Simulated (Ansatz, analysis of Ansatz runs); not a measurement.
# MgH2 (P4_2/mnm), nudged elastic band: Mg_i by the interstitialcy path (q = +2)

Wanted: path and barrier of a jump of Mg in MgH2 (P4_2/mnm) at charge +2. The case: Mg_i by the interstitialcy path, in a cell of 72 host atoms with 1 Mg put in.

Program: Ansatz 0.2.0. Level of theory: plane-wave PAW DFT, r2SCAN; nudged elastic band between two relaxed defect structures at fixed charge in a uniform background. Results are calculated unless marked as measured.

**1. The starting structure**

The cell holds 73 atoms: 25 Mg and 48 H. Its edges and angles: a = 8.970 Å, b = 8.970 Å, c = 8.990 Å, α = 90.0°, β = 90.0°, γ = 90.0°. It derives from MgH2 (space group P4_2/mnm). Nearest the centre at fractional (0.345, 0.269, 0.830): Mg73 at 0.87 Å, Mg13 at 0.87 Å, H16 at 1.62 Å, H15 at 1.63 Å, H3 at 1.68 Å, H17 at 2.50 Å, H18 at 2.52 Å, H5 at 2.54 Å. The cell carries charge +2.

The cell's shortest repeat is 9.0 Å.

**2. Relaxation of the start point, charge +2**

The ends come first: from an unrelaxed start the top is counted from too high an energy, and the barrier comes out too low. Small random displacements break the symmetry of the ideal sites, so that the defect can distort if it gains by it. The charge of +2 is set by the electron count, and a uniform background keeps the cell neutral.

The input, qp2.start/input.yaml:

```yaml
crystal:
  lattice:
    - [8.97000988, 0.0, 0.0]
    - [0.0, 8.97000988, 0.0]
    - [0.0, 0.0, 8.98962369]
  atoms:
    - { symbol: Mg, position: [0.25, 0.25, 0.16666667] }
    - { symbol: Mg, position: [0.0, 0.0, 0.0] }
    - { symbol: H, position: [0.34769609, 0.34769609, 0.0] }
    - { symbol: H, position: [0.40230391, 0.09769609, 0.16666667] }
    - { symbol: H, position: [0.15230391, 0.15230391, 0.0] }
    - { symbol: H, position: [0.09769609, 0.40230391, 0.16666667] }
    - { symbol: Mg, position: [0.25, 0.25, 0.5] }
    - { symbol: Mg, position: [0.0, 0.0, 0.33333333] }
    - { symbol: H, position: [0.34769609, 0.34769609, 0.33333333] }
    - { symbol: H, position: [0.40230391, 0.09769609, 0.5] }
    - { symbol: H, position: [0.15230391, 0.15230391, 0.33333333] }
    - { symbol: H, position: [0.09769609, 0.40230391, 0.5] }
    - { symbol: Mg, position: [0.25, 0.25, 0.83333333] }
    - { symbol: Mg, position: [0.0, 0.0, 0.66666667] }
    - { symbol: H, position: [0.34769609, 0.34769609, 0.66666667] }
    - { symbol: H, position: [0.40230391, 0.09769609, 0.83333333] }
    - { symbol: H, position: [0.15230391, 0.15230391, 0.66666667] }
    - { symbol: H, position: [0.09769609, 0.40230391, 0.83333333] }
    - { symbol: Mg, position: [0.25, 0.75, 0.16666667] }
    - { symbol: Mg, position: [0.0, 0.5, 0.0] }
    - { symbol: H, position: [0.34769609, 0.84769609, 0.0] }
    - { symbol: H, position: [0.40230391, 0.59769609, 0.16666667] }
    - { symbol: H, position: [0.15230391, 0.65230391, 0.0] }
    - { symbol: H, position: [0.09769609, 0.90230391, 0.16666667] }
    - { symbol: Mg, position: [0.25, 0.75, 0.5] }
    - { symbol: Mg, position: [0.0, 0.5, 0.33333333] }
    - { symbol: H, position: [0.34769609, 0.84769609, 0.33333333] }
    - { symbol: H, position: [0.40230391, 0.59769609, 0.5] }
    - { symbol: H, position: [0.15230391, 0.65230391, 0.33333333] }
    - { symbol: H, position: [0.09769609, 0.90230391, 0.5] }
    - { symbol: Mg, position: [0.25, 0.75, 0.83333333] }
    - { symbol: Mg, position: [0.0, 0.5, 0.66666667] }
    - { symbol: H, position: [0.34769609, 0.84769609, 0.66666667] }
    - { symbol: H, position: [0.40230391, 0.59769609, 0.83333333] }
    - { symbol: H, position: [0.15230391, 0.65230391, 0.66666667] }
    - { symbol: H, position: [0.09769609, 0.90230391, 0.83333333] }
    - { symbol: Mg, position: [0.75, 0.25, 0.16666667] }
    - { symbol: Mg, position: [0.5, 0.0, 0.0] }
    - { symbol: H, position: [0.84769609, 0.34769609, 0.0] }
    - { symbol: H, position: [0.90230391, 0.09769609, 0.16666667] }
    - { symbol: H, position: [0.65230391, 0.15230391, 0.0] }
    - { symbol: H, position: [0.59769609, 0.40230391, 0.16666667] }
    - { symbol: Mg, position: [0.75, 0.25, 0.5] }
    - { symbol: Mg, position: [0.5, 0.0, 0.33333333] }
    - { symbol: H, position: [0.84769609, 0.34769609, 0.33333333] }
    - { symbol: H, position: [0.90230391, 0.09769609, 0.5] }
    - { symbol: H, position: [0.65230391, 0.15230391, 0.33333333] }
    - { symbol: H, position: [0.59769609, 0.40230391, 0.5] }
    - { symbol: Mg, position: [0.75, 0.25, 0.83333333] }
    - { symbol: Mg, position: [0.5, 0.0, 0.66666667] }
    - { symbol: H, position: [0.84769609, 0.34769609, 0.66666667] }
    - { symbol: H, position: [0.90230391, 0.09769609, 0.83333333] }
    - { symbol: H, position: [0.65230391, 0.15230391, 0.66666667] }
    - { symbol: H, position: [0.59769609, 0.40230391, 0.83333333] }
    - { symbol: Mg, position: [0.75, 0.75, 0.16666667] }
    - { symbol: Mg, position: [0.5, 0.5, 0.0] }
    - { symbol: H, position: [0.84769609, 0.84769609, 0.0] }
    - { symbol: H, position: [0.90230391, 0.59769609, 0.16666667] }
    - { symbol: H, position: [0.65230391, 0.65230391, 0.0] }
    - { symbol: H, position: [0.59769609, 0.90230391, 0.16666667] }
    - { symbol: Mg, position: [0.75, 0.75, 0.5] }
    - { symbol: Mg, position: [0.5, 0.5, 0.33333333] }
    - { symbol: H, position: [0.84769609, 0.84769609, 0.33333333] }
    - { symbol: H, position: [0.90230391, 0.59769609, 0.5] }
    - { symbol: H, position: [0.65230391, 0.65230391, 0.33333333] }
    - { symbol: H, position: [0.59769609, 0.90230391, 0.5] }
    - { symbol: Mg, position: [0.75, 0.75, 0.83333333] }
    - { symbol: Mg, position: [0.5, 0.5, 0.66666667] }
    - { symbol: H, position: [0.84769609, 0.84769609, 0.66666667] }
    - { symbol: H, position: [0.90230391, 0.59769609, 0.83333333] }
    - { symbol: H, position: [0.65230391, 0.65230391, 0.66666667] }
    - { symbol: H, position: [0.59769609, 0.90230391, 0.83333333] }
    - { symbol: Mg, position: [0.440462, 0.288248, 0.826402] }
total_charge: 2
basis:
  ecutwfc: 500
  xc_grid: 2
hamiltonian:
  xc: r2scan
kpoints:
  mp_grid: { grid: [1, 1, 1] }
scf:
  occupations: { method: fixed }
  max_iter: 60
output:
  forces: true
relax:
  f_tol: 0.02
  max_steps: 70
  random_displacement: { amplitude: 0.03, seed: 9555 }
```

The run is started by

```
> ansatz run input.yaml --threads 4 --pin off --max-ram 7536MiB --backend cpu --events-out ev --progress --plain --runs-dir out
```

Numbers of over 12 decimals in the logs are rounded to 6 here.

The program printed:

```text
[... repeated set-up lines and file paths are left out, and long positions are rounded to six places ...]
The last accepted step is kept in <dir> (removed where the run ends without a failure and the disk answers)
Engine: ansatz 0.2.0, aarch64-unknown-linux-gnu
Pseudopotentials: kind: paw
Pseudopotential: Mg, paw, valence charge 10, recommended cutoff 500 eV (meta_gga), Mg.paw.azcp
Pseudopotential: H, paw, valence charge 1, recommended cutoff 500 eV (meta_gga), H.paw.azcp
Functional definition: r2SCAN
  parameter k0 = 0.174
  parameter k1 = 0.065
  parameter a1 = 4.9479
  exchange = r2scan_x(k0 = k0, k1 = k1, a1 = a1)
  correlation = r2scan_c
Crystal: 73 atoms, lattice volume = 723.315 Å³
Basis set: ecut = 500 eV, 18333 PW (Γ), exchange–correlation on 144×144×144 points (8 copies of the dense FFT grid, shifted against one another)
Bands: 221, of which v1, the nominal top of the filled ones, is band 148 counted from 1 (147 counted from 0)
Symmetry: 1 space group operations
k-points: 1
Non-local potential: Mg, projectors of the file, l = 0: 3, l = 1: 2, l = 2: 1
Non-local potential: H, projectors of the file, l = 0: 2, l = 1: 1
PAW form: soft (Blöchl's): semilocal exchange-correlation on the pseudo side does not see the compensation charge
PAW frozen core: Mg, regenerated for the run's functional (the file was generated under x = pbe(κ = 0.804, μ = 0.219515), c = pbe(β = 0.066725))
PAW one-centre angular grid: Mg, 302 points (default); XC on 224 Gauss nodes
PAW one-centre angular grid: H, 302 points (default); XC on 160 Gauss nodes
Initial density: superposition of atomic densities (neutral atoms scaled as one to the charged cell's electrons: chi_scale 0, normalization atom), corrected by the library's trained network
Initial wavefunctions: pseudopotential atomic-orbital guess
Functional: x = r2scan, c = r2scan; τ floored in thin density (d = 2e-4 eV/Å³)
SCF iter   1: F=—  HF=-48945.241065 eV  |F-HF|=—  |Δ(HF+E_count)|=         —  Δρ=2.15e-2  dr2=1.96e0  dr2_τ=1.06e-1  ethr=1.77e-3  ⟨swp⟩=6.0  Hψ=631  notcnv=0  defer=69
preconditioner: auto → Resta (q_TF=auto, 2.351 Å⁻¹)  ε∞=2.4  [insulator: Δε(μ)=4.244 eV  Ē_g=11.349 eV  n_scr=170 (ndim 8)  ℏωp=13.5 eV  f_vac=0.000  ε∞_Penn≈2.4]
SCF iter   2: F=—  HF=-48945.082184 eV  |F-HF|=—  |Δ(HF+E_count)|=   1.59e-1  Δρ=9.28e-3  dr2=4.45e-1  dr2_τ=8.35e-3  ethr=6.61e-4  ⟨swp⟩=2.0  Hψ=346  notcnv=0  defer=67
SCF iter   3: F=—  HF=-48945.060137 eV  |F-HF|=—  |Δ(HF+E_count)|=   2.20e-2  Δρ=1.64e-3  dr2=1.97e-2  dr2_τ=4.56e-4  ethr=1.50e-4  ⟨swp⟩=3.0  Hψ=282  notcnv=0  defer=40
automatic band count: iteration 3 solves 190 bands in place of 221: the levels show a gap, and the empty bands left out lie too high to hold charge; the band table lists the bands solved (type scf.n_extra_bands for more)
SCF iter   4: F=—  HF=-48945.068232 eV  |F-HF|=—  |Δ(HF+E_count)|=   8.09e-3  Δρ=2.73e-4  dr2=4.96e-4  dr2_τ=1.02e-5  ethr=6.66e-6  ⟨swp⟩=2.0  Hψ=248  notcnv=0  defer=40
SCF iter   5: F=—  HF=-48945.069017 eV  |F-HF|=—  |Δ(HF+E_count)|=   7.85e-4  Δρ=6.75e-5  dr2=2.59e-5  dr2_τ=7.28e-7  ethr=1.68e-7  ⟨swp⟩=2.0  Hψ=302  notcnv=0  defer=40
SCF iter   6: F=-48945.069046 eV  HF=-48945.069046 eV  |F-HF|=2.10e-7  |Δ(HF+E_count)|=   2.83e-5  Δρ=1.06e-5  dr2=4.54e-7  dr2_τ=1.80e-8  ethr=3.38e-9  ⟨swp⟩=4.0  Hψ=607  notcnv=0
SCF 1 converged in 6 iterations: F = -48945.069046 eV  dr2 = 4.54e-7
  greatest PAW one-centre occupation: 1.000 electrons in one spin orbital (limit 2), on the Mg atom at site 72 (counted from 0), in its partial waves of l = 1
relax step   1: F+E_penalty+E_count = -48945.06904586 eV  Δ(F+E_penalty+E_count) = +0.000e0 eV  max|allowed force component| = 1.297e1 eV/Å  Δτ_max = 0.0000 Å  (6 SCF iters, dr2 threshold 1.00e-5 eV, accepted)
[... the SCF cycles and remarks between the steps are left out from here to the last step ...]
relax step   2: F+E_penalty+E_count = -48948.95191577 eV  Δ(F+E_penalty+E_count) = -3.883e0 eV  max|allowed force component| = 7.581e0 eV/Å  Δτ_max = 0.1948 Å  (6 SCF iters, dr2 threshold 1.00e-4 eV, accepted)
relax step   3: F+E_penalty+E_count = -48951.03576853 eV  Δ(F+E_penalty+E_count) = -2.084e0 eV  max|allowed force component| = 3.171e0 eV/Å  Δτ_max = 0.1938 Å  (5 SCF iters, dr2 threshold 1.00e-4 eV, accepted)
relax step   4: F+E_penalty+E_count = -48951.77265765 eV  Δ(F+E_penalty+E_count) = -7.369e-1 eV  max|allowed force component| = 9.569e-1 eV/Å  Δτ_max = 0.1947 Å  (5 SCF iters, dr2 threshold 1.00e-4 eV, accepted)
relax step   5: F+E_penalty+E_count = -48952.02202526 eV  Δ(F+E_penalty+E_count) = -2.494e-1 eV  max|allowed force component| = 3.057e-2 eV/Å  Δτ_max = 0.1999 Å  (6 SCF iters, dr2 threshold 8.34e-5 eV, accepted)
relax step   6: F+E_penalty+E_count = -48952.02202536 eV  Δ(F+E_penalty+E_count) = -1.022e-7 eV  max|allowed force component| = 3.034e-2 eV/Å  Δτ_max = 0.0000 Å  (3 SCF iters, accepted)
SCF iter   1: F=—  HF=-48952.019148 eV  |F-HF|=—  |Δ(HF+E_count)|=         —  Δρ=6.39e-4  dr2=2.00e-3  dr2_τ=3.36e-3  ethr=6.43e-6  ⟨swp⟩=6.0  Hψ=371  notcnv=0  defer=40
automatic band count: iteration 1 solves 190 bands in place of 221: the levels show a gap, and the empty bands left out lie too high to hold charge; the band table lists the bands solved (type scf.n_extra_bands for more)
SCF iter   2: F=—  HF=-48952.022781 eV  |F-HF|=—  |Δ(HF+E_count)|=   3.63e-3  Δρ=3.69e-4  dr2=7.42e-4  dr2_τ=1.47e-5  ethr=6.76e-7  ⟨swp⟩=2.0  Hψ=348  notcnv=0  defer=40
SCF iter   3: F=—  HF=-48952.022754 eV  |F-HF|=—  |Δ(HF+E_count)|=   2.73e-5  Δρ=4.03e-5  dr2=5.11e-6  dr2_τ=6.69e-7  ethr=2.51e-7  ⟨swp⟩=2.0  Hψ=300  notcnv=0  defer=37
SCF iter   4: F=—  HF=-48952.023123 eV  |F-HF|=—  |Δ(HF+E_count)|=   3.69e-4  Δρ=1.49e-5  dr2=1.00e-6  dr2_τ=3.73e-8  ethr=1.73e-9  ⟨swp⟩=2.0  Hψ=301  notcnv=0  defer=36
SCF iter   5: F=-48952.023124 eV  HF=-48952.023124 eV  |F-HF|=1.45e-8  |Δ(HF+E_count)|=   1.10e-6  Δρ=1.90e-6  dr2=1.86e-8  dr2_τ=6.96e-10  ethr=3.38e-11  ⟨swp⟩=3.0  Hψ=754  notcnv=0
SCF 7 converged in 5 iterations: F = -48952.023124 eV  dr2 = 1.86e-8
relax step   7: F+E_penalty+E_count = -48952.02312429 eV  Δ(F+E_penalty+E_count) = -1.099e-3 eV  max|allowed force component| = 4.306e-3 eV/Å  Δτ_max = 0.0160 Å  (5 SCF iters, accepted)
SCF converged after 5 iterations
the last check of whether an eigenvalue changes by more than its tolerance under the output density was not made (final_scf_spared)
Free energy (F): -48952.023124 eV
Harris-Foulkes:  -48952.023124 eV  (|F-HF|=1.45e-8)
Internal energy: -48952.023124 eV  (E = F + TS)
E sigma→0 (E₀):  -48952.023124 eV
Fermi energy:    1.601654 eV
--- Per-component energies (eV) ---
  E_band       = -9660.265559
  E_kinetic    = 2571.159183
  E_local      = -42787.881956  (includes V_loc(G=0)·N_el)
  E_nonlocal   = 2456.082005
  E_hartree    = 15362.145748
  E_xc         = -1124.377158
  E_vxc        = -1597.458702  (∫ρ·V_xc dr)
  E_paw        = -7430.406862  (= ΣΔE_a)
  E_vpaw       = -1113.594715  (= ΣTr[D̂ρ^β])
  E_aug_tail   = -0.022392  (compensation charges beyond the density's cutoff)
  E_vtau       = 87.161750  (kinetic-family band-sum trace: ∫τ·v_τ [+ j·A + Jᵃ·Aᵃ] dr)
  E_ewald      = -17998.066488
  E_core_change = -0.655204  (= ΣΔE_core)
  E_smearing   = -0.000000  (= −TS)
  E_closure    = 0.000000  (closes the sum)
  E_deformation_potential = 20.960836  (in the stress; not in F)
  Σ components = -48952.023124   (vs F -48952.023124, Δ=0.00e0)
--- Forces (eV/Å), atoms counted from 1 ---
  atom   1  Mg     0.00075182     0.00091592    -0.00041133
  atom   2  Mg    -0.00006195    -0.00234681     0.00007035
  atom   3  H      0.00093479     0.00106514    -0.00130628
  [... 1 atom left out ...]
  atom   5  H     -0.00129554    -0.00121989    -0.00016568
  [... 7 atoms left out ...]
  atom  13  Mg     0.00016718     0.00060727     0.00008691
  [... 1 atom left out ...]
  atom  15  H      0.00131476     0.00135657     0.00102125
  atom  16  H      0.00106615     0.00165371    -0.00006423
  atom  17  H     -0.00109192    -0.00104109     0.00007707
  atom  18  H      0.00039154    -0.00305266     0.00013395
  [... 35 atoms left out ...]
  atom  54  H     -0.00264370    -0.00140043    -0.00025561
  [... 13 atoms left out ...]
  atom  68  Mg    -0.00091210     0.00037059    -0.00041216
  [... 4 atoms left out ...]
  atom  73  Mg     0.00036453     0.00177131     0.00014639
  max |Σ_I F_I| component: 2.53e-3 eV/Å
--- Relaxed structure (7 steps of the walk, 7 accepted, 0 SCFs on fresh bases) ---
  F+E_penalty+E_count = -48952.02312429 eV   max|allowed force component| = 4.306e-3 eV/Å
  atoms:
    - { symbol: Mg, position: [0.252776, 0.246513, 0.167906] }
    - { symbol: Mg, position: [-0.000240, -0.008425, 0.004743] }
    - { symbol: H, position: [0.358339, 0.335824, -0.024261] }
    [... 1 atom left out ...]
    - { symbol: H, position: [0.147735, 0.148145, 0.009168] }
    [... 7 atoms left out ...]
    - { symbol: Mg, position: [0.197673, 0.237258, 0.833198] }
    [... 1 atom left out ...]
    - { symbol: H, position: [0.358322, 0.335811, 0.690677] }
    - { symbol: H, position: [0.389655, 0.080201, 0.833208] }
    - { symbol: H, position: [0.147726, 0.148135, 0.657234] }
    - { symbol: H, position: [0.076283, 0.400294, 0.833193] }
    [... 35 atoms left out ...]
    - { symbol: H, position: [0.609030, 0.421079, 0.833209] }
    [... 13 atoms left out ...]
    - { symbol: Mg, position: [0.497508, 0.526184, 0.660561] }
    [... 4 atoms left out ...]
    - { symbol: Mg, position: [0.499253, 0.250681, 0.833205] }
```

Elapsed: 41 s, on 4 threads of Arm Neoverse V1, shared host; peak memory 1 GiB; 2.6 min of CPU time.

Relaxation path:

```
step  energy less that of the first step (eV)  largest force component (eV/Å)
   1                                   0.0000                         12.9738
   2                                  -3.8829                          7.5805
   3                                  -5.9667                          3.1706
   4                                  -6.7036                          0.9569
   5                                  -6.9530                          0.0306
   6                                  -6.9530                          0.0303
   7                                  -6.9541                          0.0043
```

The atoms that moved most (Å, from the sites as typed, ahead of the random displacement, the mean shift of all atoms taken out):

```
atom      dx      dy      dz  length
Mg73   0.526  -0.339   0.061   0.628
Mg13  -0.471  -0.116  -0.001   0.485
Mg49   0.454   0.124  -0.001   0.471
 H41  -0.109   0.117  -0.218   0.270
 H53  -0.109   0.117   0.216   0.269
  H3   0.094  -0.108  -0.218   0.261
 H15   0.094  -0.108   0.216   0.259
Mg68  -0.024   0.233  -0.055   0.241
```

Neighbours of Mg73 at the end:

```
atom  distance (Å)
 H16         1.818
 H54         1.818
  H3         1.955
 H15         1.955
 H53         1.956
 H41         1.956
Mg49         2.707
Mg13         2.708
```

This step gave:

| Quantity | Value |
| --- | --- |
| free energy | -48952.0231 eV |
| largest move from the ideal geometry of this structure, a common shift of the far atoms taken out | 0.6316 Å |

The relaxation gained 6.954 eV and ended with a largest force component of 0.0043 eV/Å.

[end of part 1 of 3]

[Logs are printed without paths, hosts, clocks, repeated set-up lines and the standing remarks that a program may print on its own settings, such as how far it seeks lower states.]

[Hosts, paths, dates, database ids (printed as entryN), source tags and the programs' standing remarks are cut or masked in the printed files.]
